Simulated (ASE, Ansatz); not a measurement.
# Building H-capped ZnSe nanowire along [110] (68 atoms)

The cell is an input for a DFT calculation. Recipe: square section of size parameter 4.53 Å cut from zinc-blende ZnSe (a = 5.668 Å) along [110], 2 periods, broken bonds capped with H, 9 Å of vacuum.

The cell that is wanted:

The cell holds 68 atoms: 20 Se, 16 Zn and 32 H. Its edges and angles: a = 19.199 Å, b = 19.547 Å, c = 8.016 Å, α = 90.0°, β = 90.0°, γ = 90.0°. It derives from ZnSe (zinc-blende). Regions: wire, 36 atoms (20 Se and 16 Zn); hydrogen, 32 atoms (32 H). Vacuum lies along a and b. The structure repeats along c.

```cif
data_structure
_symmetry_space_group_name_H-M 'P 1'
_symmetry_Int_Tables_number 1
_cell_length_a 19.1994
_cell_length_b 19.5469
_cell_length_c 8.0158
_cell_angle_alpha 90.000
_cell_angle_beta 90.000
_cell_angle_gamma 90.000
_cell_volume 3008.23
loop_
_atom_site_label
_atom_site_type_symbol
_atom_site_fract_x
_atom_site_fract_y
_atom_site_fract_z
_atom_site_occupancy
Se1 Se 0.27792 0.39645 0.99856 1
Se2 Se 0.27729 0.39740 0.49805 1
Se3 Se 0.27804 0.60112 0.00443 1
Se4 Se 0.27908 0.60186 0.50086 1
Zn5 Zn 0.35183 0.29542 0.99484 1
Se6 Se 0.42556 0.29422 0.24853 1
Zn7 Zn 0.49881 0.39809 0.24679 1
Se8 Se 0.57373 0.39718 0.99759 1
Zn9 Zn 0.35369 0.29425 0.49969 1
Se10 Se 0.42648 0.29566 0.75052 1
Zn11 Zn 0.50028 0.39724 0.74778 1
Se12 Se 0.57307 0.39646 0.50168 1
Zn13 Zn 0.35399 0.49913 0.00026 1
Se14 Se 0.42603 0.49983 0.25020 1
Zn15 Zn 0.50014 0.60331 0.24903 1
Se16 Se 0.57485 0.60259 0.00155 1
Zn17 Zn 0.35164 0.50074 0.49738 1
Se18 Se 0.42812 0.49981 0.74690 1
Zn19 Zn 0.49974 0.60408 0.75365 1
Se20 Se 0.57369 0.60256 0.50333 1
Zn21 Zn 0.35184 0.70359 0.99951 1
Se22 Se 0.42596 0.70528 0.25026 1
Zn23 Zn 0.35217 0.70482 0.50088 1
Se24 Se 0.42589 0.70392 0.75232 1
Zn25 Zn 0.64564 0.29594 0.00087 1
Se26 Se 0.72061 0.29320 0.24778 1
Zn27 Zn 0.64792 0.29636 0.50124 1
Se28 Se 0.72022 0.29581 0.75601 1
Zn29 Zn 0.64612 0.50071 0.00058 1
Se30 Se 0.71979 0.50230 0.25028 1
Zn31 Zn 0.64873 0.50137 0.49934 1
Se32 Se 0.72137 0.50109 0.75430 1
Zn33 Zn 0.64710 0.70455 0.99706 1
Se34 Se 0.72191 0.70375 0.25483 1
Zn35 Zn 0.64779 0.70574 0.50168 1
Se36 Se 0.72298 0.70441 0.74933 1
H37 H 0.23457 0.39790 0.14883 1
H38 H 0.23501 0.39706 0.85360 1
H39 H 0.23571 0.39636 0.65188 1
H40 H 0.23395 0.39747 0.34859 1
H41 H 0.23274 0.60175 0.14895 1
H42 H 0.23382 0.60438 0.85190 1
H43 H 0.23497 0.60372 0.35290 1
H44 H 0.23476 0.60533 0.65050 1
H45 H 0.30620 0.23133 0.99582 1
H46 H 0.47105 0.23329 0.25167 1
H47 H 0.30632 0.22880 0.49839 1
H48 H 0.46939 0.23481 0.74984 1
H49 H 0.30524 0.77015 0.00017 1
H50 H 0.47150 0.76849 0.24878 1
H51 H 0.30561 0.77194 0.50324 1
H52 H 0.47028 0.76555 0.74967 1
H53 H 0.60101 0.23114 0.99932 1
H54 H 0.76439 0.23449 0.25001 1
H55 H 0.76528 0.35581 0.25403 1
H56 H 0.60079 0.23070 0.50216 1
H57 H 0.76690 0.35637 0.74567 1
H58 H 0.76495 0.23426 0.74834 1
H59 H 0.76641 0.56121 0.24874 1
H60 H 0.76613 0.43982 0.24993 1
H61 H 0.76632 0.56200 0.74981 1
H62 H 0.76618 0.43744 0.75074 1
H63 H 0.60317 0.76813 0.00146 1
H64 H 0.76538 0.76672 0.25246 1
H65 H 0.76582 0.64381 0.24795 1
H66 H 0.60153 0.76922 0.50175 1
H67 H 0.76622 0.76813 0.75460 1
H68 H 0.76530 0.64464 0.74666 1
```

Q: Which script makes it?

build.py (ASE 3.29.0):

```python
import numpy as np
from ase import Atoms
from ase.build import bulk, make_supercell
from ase.neighborlist import neighbor_list

u = bulk('ZnSe', 'zincblende', a=5.668)
w = make_supercell(u, [[1, 1, -1], [-1, 1, 0], [0, 0, 1]])
w.set_cell(w.cell.cellpar(), scale_atoms=True)  # standard orientation
full = w.repeat([7, 7, 2])
d = full.positions - np.array([3.5, 3, 0]) @ w.cell[:]
keep = abs(d[:, :2]).max(1) < 4.53
# cap broken bonds with H: drop atoms with fewer than two neighbours, then put H along each missing bond
for _ in range(4):
    n = np.bincount(neighbor_list('i', full[keep], 2.82), minlength=keep.sum())
    keep[np.where(keep)[0][n < 2]] = False
i, j, D = neighbor_list('ijD', full, 2.82)
miss = keep[i] & ~keep[j]
bond = {'Se': 1.47, 'Zn': 1.55}
caps = [full.positions[a] + d / np.linalg.norm(d) * bond[full[a].symbol] for a, d in zip(i[miss], D[miss])]
atoms = full[keep] + Atoms('H' * len(caps), caps)
atoms.set_tags([0] * keep.sum() + [1] * len(caps))
atoms.set_cell([1, 1, full.cell[2, 2]]); atoms.center(vacuum=4.5, axis=(0, 1)); atoms.pbc = True
atoms.rattle(0.02, seed=30012)
atoms.wrap()
atoms.write('structure.xyz')
print(atoms.get_chemical_formula(), len(atoms), 'atoms; cell', atoms.cell.cellpar().round(3))
```

```console
$ python build.py
H32Se20Zn16 68 atoms; cell [19.199 19.547  8.016 90.    90.    90.   ]
```

Bonds by pair of elements; cutoffs follow the first minimum of g(r), held within bounds set by covalent radii, and pairs that aren't listed don't count as bonded:

```csv
pair A-B,cutoff (Å),bonds,mean length (Å),spread (Å),shortest (Å),B about A,A about B
H-Se,1.93,24,1.47,0.026,1.42,0.75,1.2
H-Zn,1.96,8,1.55,0.029,1.50,0.25,0.5
Se-Zn,2.88,56,2.45,0.023,2.41,2.8,3.5
```

How many atoms have how many bonded neighbours:

```csv
element,mean,1,4
H,1,32,0
Se,4,0,20
Zn,4,0,16
```

[Logs are printed without paths, hosts, clocks, repeated set-up lines and the standing remarks that a program may print on its own settings, such as how far it seeks lower states.]

[Hosts, paths, dates, database ids (printed as entryN), source tags and the programs' standing remarks are cut or masked in the printed files.]
